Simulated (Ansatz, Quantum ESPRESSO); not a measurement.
# Mg chain with one atom pushed 1.0 Å aside at constant bond length: ballistic transmission, part 3 of 4

How well does the junction conduct in the ballistic limit? It is: Mg chain with one atom pushed 1.0 Å aside at constant bond length.

Quantum ESPRESSO 7.5; plane-wave DFT, PBE, GBRV ultrasoft pseudopotentials; cross-check by Ansatz 0.2.0 with PAW datasets.

So far. Step 2 (Self-consistent run): The run needed 14 iterations to bring the estimated error under 1e-07 Ry; the largest force on any atom, held or free, is 0.21 eV/Å. Step 3 (Transmission with pwcond.x): At no point does T exceed the number of channels.

## (4) The open system, with nz1 = 11

Level of this step: transmission by pwcond, lead and junction from one cell; plane-wave DFT, PBE, GBRV ultrasoft pseudopotentials (Quantum ESPRESSO).

A sensitivity test on the input.

The input, cond.w.in:

```
&inputcond
  outdir = './out'
  prefixt = 'scf'
  tran_file = 'cond.w.dat'
  bdl = 0.8000000000
  bds = 4.3542472333
  ikind = 1
  ewind = 4.0
  epsproj = 1e-05
  nz1 = 11
  energy0 = 2.0
  denergy = -0.1
/
1
  0.00000000 0.00000000 1.00000000
41
```

The run is started by

```bash
> OMP_NUM_THREADS=1 mpirun -n 4 pwcond.x -in cond.w.in > cond.w.out
```

The log of the run:

```text
[banner, memory and clock lines left out]
Program PWCOND v.7.5 starts
[citation notice left out]

[...]
./out/scf.save/

     IMPORTANT: XC functional enforced from input :
     Exchange-correlation= PBE
                           (   1   4   3   4   0   0   0)
     Any further DFT definition will be discarded
     Please, verify this is what you really want

     Reading collected, re-writing distributed wavefunctions

===== INPUT FILE containing all the regions =====

     GEOMETRY:

     lattice parameter (alat)  =      14.1729  a.u.
     the volume                =   12396.3399 (a.u.)^3
     the cross section         =     200.8724 (a.u.)^2
     l of the unit cell        =       4.3542 (alat)
     number of atoms/cell      =           11
     number of atomic types    =            1

     crystal axes: (cart. coord. in units of alat)
               a(1) = (  1.0000  0.0000  0.0000 )
               a(2) = (  0.0000  1.0000  0.0000 )
               a(3) = (  0.0000  0.0000  4.3542 )

   Cartesian axes

     site n.     atom                  positions (alat units)
          1        Mg     tau(  1)=(  0.5000  0.5000  4.3542  )
          2        Mg     tau(  2)=(  0.5000  0.5000  0.4000  )
          3        Mg     tau(  3)=(  0.5000  0.5000  0.8000  )
          4        Mg     tau(  4)=(  0.5000  0.5000  1.2000  )
          5        Mg     tau(  5)=(  0.5000  0.5000  1.6000  )
          6        Mg     tau(  6)=(  0.6333  0.5000  1.9771  )
          7        Mg     tau(  7)=(  0.5000  0.5000  2.3542  )
          8        Mg     tau(  8)=(  0.5000  0.5000  2.7542  )
          9        Mg     tau(  9)=(  0.5000  0.5000  3.1542  )
         10        Mg     tau( 10)=(  0.5000  0.5000  3.5542  )
         11        Mg     tau( 11)=(  0.5000  0.5000  3.9542  )

     nr1s                      =           54
     nr2s                      =           54
     nr3s                      =          240
     nr1sx                     =           54
     nr2sx                     =           54
     nr3sx                     =          240
     nr1                       =           60
     nr2                       =           60
     nr3                       =          270
     nr1x                      =           60
     nr2x                      =           60
     nr3x                      =          270

 _______________________________
  Radii of nonlocal spheres:

     type       ibeta     ang. mom.          radius (alat units)
       Mg         1         0                    0.1069
       Mg         2         0                    0.1069
       Mg         3         0                    0.1069
       Mg         4         1                    0.1069
       Mg         5         1                    0.1069
       Mg         6         2                    0.1069
       Mg         7         2                    0.1069
----- General information -----

--- T calc. with identical leads (ikind=1) ---

     nrx                       =           54
     nry                       =           54
     nz1                       =           11

     energy0               =         2.0E+00
     denergy               =        -1.0E-01
     nenergy               =         41
     ecut2d                =         3.4E+01
     ewind                 =         4.0E+00
     epsproj               =         1.0E-05

     number of k_|| points=    1
                       cryst. coord.
        k(    1) = (   0.0000000   0.0000000), wk =   1.0000000
----- Information about left/right lead -----

     nocros                   =           19
     noins                    =           19
     norb                     =           57
     norbf                    =          190
     nrz                      =           44

      iorb      type   ibeta   ang. mom.   m       position (alat)
        1        1       1        0        1   taunew(   1)=(  0.5000  0.5000  0.0000)
        2        1       2        0        1   taunew(   2)=(  0.5000  0.5000  0.0000)
[...]
57        1       7        2        5   taunew(  57)=(  0.5000  0.5000  0.8000)
    k slab    z(k)  z(k+1)     crossing(iorb=1,norb)
    1   0.0000 0.0182 0.0182   111111111111111111100000000000000000000000000000000000000
    2   0.0182 0.0364 0.0182   111111111111111111100000000000000000000000000000000000000
[...]
44   0.7818 0.8000 0.0182   000000000000000000000000000000000000001111111111111111111
----- Information about scattering region -----

     noins                    =          152
     norb                     =          190
     norbf                    =          190
     nrz                      =          196

      iorb      type   ibeta   ang. mom.   m       position (alat)
        1        1       1        0        1   taunew(   1)=(  0.5000  0.5000  0.0000)
        2        1       2        0        1   taunew(   2)=(  0.5000  0.5000  0.0000)
[...]
190        1       7        2        5   taunew( 190)=(  0.5000  0.5000  3.5542)
 ngper, shell number =          545          70
 ngper, n2d =          545         204
---  E-Ef =    2.0000000  k =    0.0000000   0.0000000
---  ie =          1  ik =          1
 Nchannels of the left tip =            4
 Right moving states:
   k1(2pi/a)   k2(2pi/a)   E-Ef (eV)
   0.2015962  -0.0000143   2.0000000
   0.3054411  -0.0000058   2.0000000
  -0.3367041  -0.0000000   2.0000000
  -0.3367041  -0.0000000   2.0000000
 Left moving states:
   k1(2pi/a)   k2(2pi/a)   E-Ef (eV)
  -0.2015962  -0.0000143   2.0000000
  -0.3054411  -0.0000058   2.0000000
   0.3367041  -0.0000000   2.0000000
   0.3367041  -0.0000000   2.0000000

 to transmit
 Band j to band i transmissions and reflections:
    j         i     |T_ij|^2    |R_ij|^2

    1 -->     1     0.62461     0.02884
    1 -->     2     0.01898     0.03285
    1 -->     3     0.10175     0.01186
    1 -->     4     0.16800     0.01310
   Total T_j, R_j =    0.91335  0.08665

    2 -->     1     0.02052     0.03285
    2 -->     2     0.42154     0.20006
    2 -->     3     0.06854     0.06810
    2 -->     4     0.11316     0.07521
   Total T_j, R_j =    0.62377  0.37623

    3 -->     1     0.10141     0.00942
    3 -->     2     0.06788     0.05406
    3 -->     3     0.68399     0.01191
    3 -->     4     0.05304     0.01830
   Total T_j, R_j =    0.90632  0.09368

    4 -->     1     0.16744     0.01555
    4 -->     2     0.11208     0.08926
    4 -->     3     0.05303     0.02596
    4 -->     4     0.51324     0.02344
   Total T_j, R_j =    0.84579  0.15421

E-Ef(ev), T(x2 spins) =    2.0000000   6.5784744
---  E-Ef =    1.9000000  k =    0.0000000   0.0000000
---  ie =          2  ik =          1
 Nchannels of the left tip =            4
 Right moving states:
   k1(2pi/a)   k2(2pi/a)   E-Ef (eV)
   0.1900170  -0.0000145   1.9000000
   0.2621336  -0.0000059   1.9000000
  -0.3559715  -0.0000000   1.9000000
  -0.3559715  -0.0000000   1.9000000
 Left moving states:
   k1(2pi/a)   k2(2pi/a)   E-Ef (eV)
  -0.1900170  -0.0000145   1.9000000
  -0.2621336  -0.0000059   1.9000000
   0.3559715  -0.0000000   1.9000000
   0.3559715  -0.0000000   1.9000000

 to transmit
 Band j to band i transmissions and reflections:
    j         i     |T_ij|^2    |R_ij|^2

    1 -->     1     0.61292     0.03403
    1 -->     2     0.02141     0.03120
    1 -->     3     0.09063     0.01144
    1 -->     4     0.17745     0.02091
   Total T_j, R_j =    0.90241  0.09759

    2 -->     1     0.02111     0.03120
    2 -->     2     0.35919     0.26999
    2 -->     3     0.05988     0.04998
    2 -->     4     0.11725     0.09139
   Total T_j, R_j =    0.55744  0.44256

    3 -->     1     0.09028     0.01093
    3 -->     2     0.06216     0.04779
    3 -->     3     0.69855     0.00953
    3 -->     4     0.05435     0.02641
   Total T_j, R_j =    0.90533  0.09467

    4 -->     1     0.17678     0.02141
    4 -->     2     0.12171     0.09358
    4 -->     3     0.05434     0.02803
    4 -->     4     0.46228     0.04187
   Total T_j, R_j =    0.81511  0.18489

E-Ef(ev), T(x2 spins) =    1.9000000   6.3605805
---  E-Ef =    1.8000000  k =    0.0000000   0.0000000
---  ie =          3  ik =          1
 Nchannels of the left tip =            4
 Right moving states:
   k1(2pi/a)   k2(2pi/a)   E-Ef (eV)
   0.1783811  -0.0000146   1.8000000
   0.2103062  -0.0000059   1.8000000
  -0.3758229  -0.0000000   1.8000000
  -0.3758229  -0.0000000   1.8000000
 Left moving states:
   k1(2pi/a)   k2(2pi/a)   E-Ef (eV)
  -0.1783812  -0.0000146   1.8000000
  -0.2103061  -0.0000059   1.8000000
   0.3758229  -0.0000000   1.8000000
   0.3758229  -0.0000000   1.8000000

 to transmit
 Band j to band i transmissions and reflections:
    j         i     |T_ij|^2    |R_ij|^2

    1 -->     1     0.60695     0.03924
    1 -->     2     0.02399     0.03135
    1 -->     3     0.08313     0.02040
    1 -->     4     0.17053     0.02440
   Total T_j, R_j =    0.88460  0.11540

    2 -->     1     0.02175     0.03135
    2 -->     2     0.25902     0.36131
    2 -->     3     0.05835     0.06762
    2 -->     4     0.11971     0.08089
   Total T_j, R_j =    0.45883  0.54117

    3 -->     1     0.08374     0.01468
    3 -->     2     0.05841     0.04867
    3 -->     3     0.67854     0.02088
    3 -->     4     0.06386     0.03122
   Total T_j, R_j =    0.88455  0.11545

    4 -->     1     0.17180     0.03012
    4 -->     2     0.11983     0.09984
    4 -->     3     0.06385     0.05135
    4 -->     4     0.40809     0.05511
   Total T_j, R_j =    0.76357  0.23643

E-Ef(ev), T(x2 spins) =    1.8000000   5.9830889
[... further energies and points left out ...]
---  E-Ef =   -1.8000000  k =    0.0000000   0.0000000
---  ie =         39  ik =          1
 Nchannels of the left tip =            1
 Right moving states:
   k1(2pi/a)   k2(2pi/a)   E-Ef (eV)
  -0.2939387  -0.0000196  -1.8000000
 Left moving states:
   k1(2pi/a)   k2(2pi/a)   E-Ef (eV)
   0.2939387  -0.0000196  -1.8000000

 to transmit
 Band j to band i transmissions and reflections:
    j         i     |T_ij|^2    |R_ij|^2

    1 -->     1     0.99787     0.00213
   Total T_j, R_j =    0.99787  0.00213

E-Ef(ev), T(x2 spins) =   -1.8000000   1.9957323
---  E-Ef =   -1.9000000  k =    0.0000000   0.0000000
---  ie =         40  ik =          1
 Nchannels of the left tip =            1
 Right moving states:
   k1(2pi/a)   k2(2pi/a)   E-Ef (eV)
  -0.3117651  -0.0000197  -1.9000000
 Left moving states:
   k1(2pi/a)   k2(2pi/a)   E-Ef (eV)
   0.3117651  -0.0000197  -1.9000000

 to transmit
 Band j to band i transmissions and reflections:
    j         i     |T_ij|^2    |R_ij|^2

    1 -->     1     0.99836     0.00164
   Total T_j, R_j =    0.99836  0.00164

E-Ef(ev), T(x2 spins) =   -1.9000000   1.9967195
---  E-Ef =   -2.0000000  k =    0.0000000   0.0000000
---  ie =         41  ik =          1
 Nchannels of the left tip =            1
 Right moving states:
   k1(2pi/a)   k2(2pi/a)   E-Ef (eV)
  -0.3300119  -0.0000198  -2.0000000
 Left moving states:
   k1(2pi/a)   k2(2pi/a)   E-Ef (eV)
   0.3300119  -0.0000198  -2.0000000

 to transmit
 Band j to band i transmissions and reflections:
    j         i     |T_ij|^2    |R_ij|^2

    1 -->     1     0.99877     0.00123
   Total T_j, R_j =    0.99877  0.00123

E-Ef(ev), T(x2 spins) =   -2.0000000   1.9975355
   T_tot     2.00000      0.65785E+01
   T_tot     1.90000      0.63606E+01
   T_tot     1.80000      0.59831E+01
   T_tot     1.70000      0.53807E+01
   T_tot     1.60000      0.37937E+01
   T_tot     1.50000      0.47651E+01
   T_tot     1.40000      0.52467E+01
   T_tot     1.30000      0.53888E+01
   T_tot     1.20000      0.52389E+01
   T_tot     1.10000      0.52043E+01
   T_tot     1.00000      0.50599E+01
   T_tot     0.90000      0.48389E+01
   T_tot     0.80000      0.45114E+01
   T_tot     0.70000      0.40068E+01
   T_tot     0.60000      0.31169E+01
   T_tot     0.50000      0.30522E+01
   T_tot     0.40000      0.27904E+01
   T_tot     0.30000      0.13826E+01
   T_tot     0.20000      0.00000E+00
   T_tot     0.10000      0.00000E+00
   T_tot    -0.00000      0.00000E+00
   T_tot    -0.10000      0.00000E+00
   T_tot    -0.20000      0.14875E+01
   T_tot    -0.30000      0.17207E+01
   T_tot    -0.40000      0.18111E+01
   T_tot    -0.50000      0.18635E+01
   T_tot    -0.60000      0.18984E+01
   T_tot    -0.70000      0.19235E+01
   T_tot    -0.80000      0.19421E+01
   T_tot    -0.90000      0.19562E+01
   T_tot    -1.00000      0.19670E+01
   T_tot    -1.10000      0.19752E+01
   T_tot    -1.20000      0.19813E+01
   T_tot    -1.30000      0.19858E+01
   T_tot    -1.40000      0.19891E+01
   T_tot    -1.50000      0.19914E+01
   T_tot    -1.60000      0.19932E+01
   T_tot    -1.70000      0.19946E+01
   T_tot    -1.80000      0.19957E+01
   T_tot    -1.90000      0.19967E+01
   T_tot    -2.00000      0.19975E+01

[...]
```

Wall time 11 min (4 MPI ranks of Arm Neoverse N1, shared host); peak memory 0.61 GiB; 45 min of CPU time.

Beside the run it was changed from:

| quantity | this run | unchanged run | difference |
| --- | --- | --- | --- |
| transmission at the Fermi level, one spin | 0 | 0 | 0 |
| lead channels at the Fermi level, one spin | 0 | 0 | 0 |
| wall time (s) | 679 | 644 |  |

Over all energies T moves by up to 5.7e-4, at 0.7 eV.

## (5) Transmission with pwcond.x, with ikind = 2

Another try, with an input changed as a hurried user might.

The input, cond.bad.in:

```
&inputcond
  outdir = './out'
  prefixt = 'scf'
  tran_file = 'cond.bad.dat'
  bdl = 0.8000000000
  bds = 4.3542472333
  ikind = 2
  ewind = 4.0
  epsproj = 1e-05
  nz1 = 7
  energy0 = 2.0
  denergy = -0.1
/
1
  0.00000000 0.00000000 1.00000000
41
```

The run is started by

```bash
> OMP_NUM_THREADS=1 mpirun -n 4 pwcond.x -in cond.bad.in > cond.bad.out
```

The log of the run:

```text
[banner, memory and clock lines left out]
Program PWCOND v.7.5 starts

          URL

     ./out/scf.save/

     IMPORTANT: XC functional enforced from input :
     Exchange-correlation= PBE
                           (   1   4   3   4   0   0   0)
     Any further DFT definition will be discarded
     Please, verify this is what you really want

     Reading collected, re-writing distributed wavefunctions

===== INPUT FILE containing all the regions =====

     GEOMETRY:

     lattice parameter (alat)  =      14.1729  a.u.
     the volume                =   12396.3399 (a.u.)^3
     the cross section         =     200.8724 (a.u.)^2
     l of the unit cell        =       4.3542 (alat)
     number of atoms/cell      =           11
     number of atomic types    =            1

     crystal axes: (cart. coord. in units of alat)
               a(1) = (  1.0000  0.0000  0.0000 )
               a(2) = (  0.0000  1.0000  0.0000 )
               a(3) = (  0.0000  0.0000  4.3542 )

   Cartesian axes

     site n.     atom                  positions (alat units)
          1        Mg     tau(  1)=(  0.5000  0.5000  4.3542  )
          2        Mg     tau(  2)=(  0.5000  0.5000  0.4000  )
          3        Mg     tau(  3)=(  0.5000  0.5000  0.8000  )
          4        Mg     tau(  4)=(  0.5000  0.5000  1.2000  )
          5        Mg     tau(  5)=(  0.5000  0.5000  1.6000  )
          6        Mg     tau(  6)=(  0.6333  0.5000  1.9771  )
          7        Mg     tau(  7)=(  0.5000  0.5000  2.3542  )
          8        Mg     tau(  8)=(  0.5000  0.5000  2.7542  )
          9        Mg     tau(  9)=(  0.5000  0.5000  3.1542  )
         10        Mg     tau( 10)=(  0.5000  0.5000  3.5542  )
         11        Mg     tau( 11)=(  0.5000  0.5000  3.9542  )

     nr1s                      =           54
     nr2s                      =           54
     nr3s                      =          240
     nr1sx                     =           54
     nr2sx                     =           54
     nr3sx                     =          240
     nr1                       =           60
     nr2                       =           60
     nr3                       =          270
     nr1x                      =           60
     nr2x                      =           60
     nr3x                      =          270

 _______________________________
  Radii of nonlocal spheres:

     type       ibeta     ang. mom.          radius (alat units)
       Mg         1         0                    0.1069
       Mg         2         0                    0.1069
       Mg         3         0                    0.1069
       Mg         4         1                    0.1069
       Mg         5         1                    0.1069
       Mg         6         2                    0.1069
       Mg         7         2                    0.1069

 %%%%%%%%%%%%%%%%%%%%%%%%%%%%%%%%%%%%%%%%%%%%%%%%%%%%%%%%%%%%%%%%%%%%%%%%%%%%%%
     Error in routine init_orbitals (1):
     Too big atomic spheres
 %%%%%%%%%%%%%%%%%%%%%%%%%%%%%%%%%%%%%%%%%%%%%%%%%%%%%%%%%%%%%%%%%%%%%%%%%%%%%%

     stopping ...
[the rest left out]
```

Wall time 2.1 s (4 MPI ranks); peak memory 0.44 GiB.

The input was rejected at the start.

The program's message: “Error in routine init_orbitals (1): Too big atomic spheres”

The change that led to it: inputcond.ikind = 2.

The message: “init_orbitals (1): Too big atomic spheres”. ikind = 2 asks for a second, right-hand lead, for which no boundary (bdr) or run was given; ikind = 1 fits one lead on both sides.

(Part 3 of 4 ends here.)

[Logs are printed without paths, hosts, clocks, repeated set-up lines and the standing remarks that a program may print on its own settings, such as how far it seeks lower states.]

[Hosts, paths, dates, database ids (printed as entryN), source tags and the programs' standing remarks are cut or masked in the printed files.]

[Maps of the electrostatic potential energy from Ansatz leave out the sawtooth potential of an applied field or a dipole correction, so their vacuum need not be flat; planar profiles and work functions include it.]
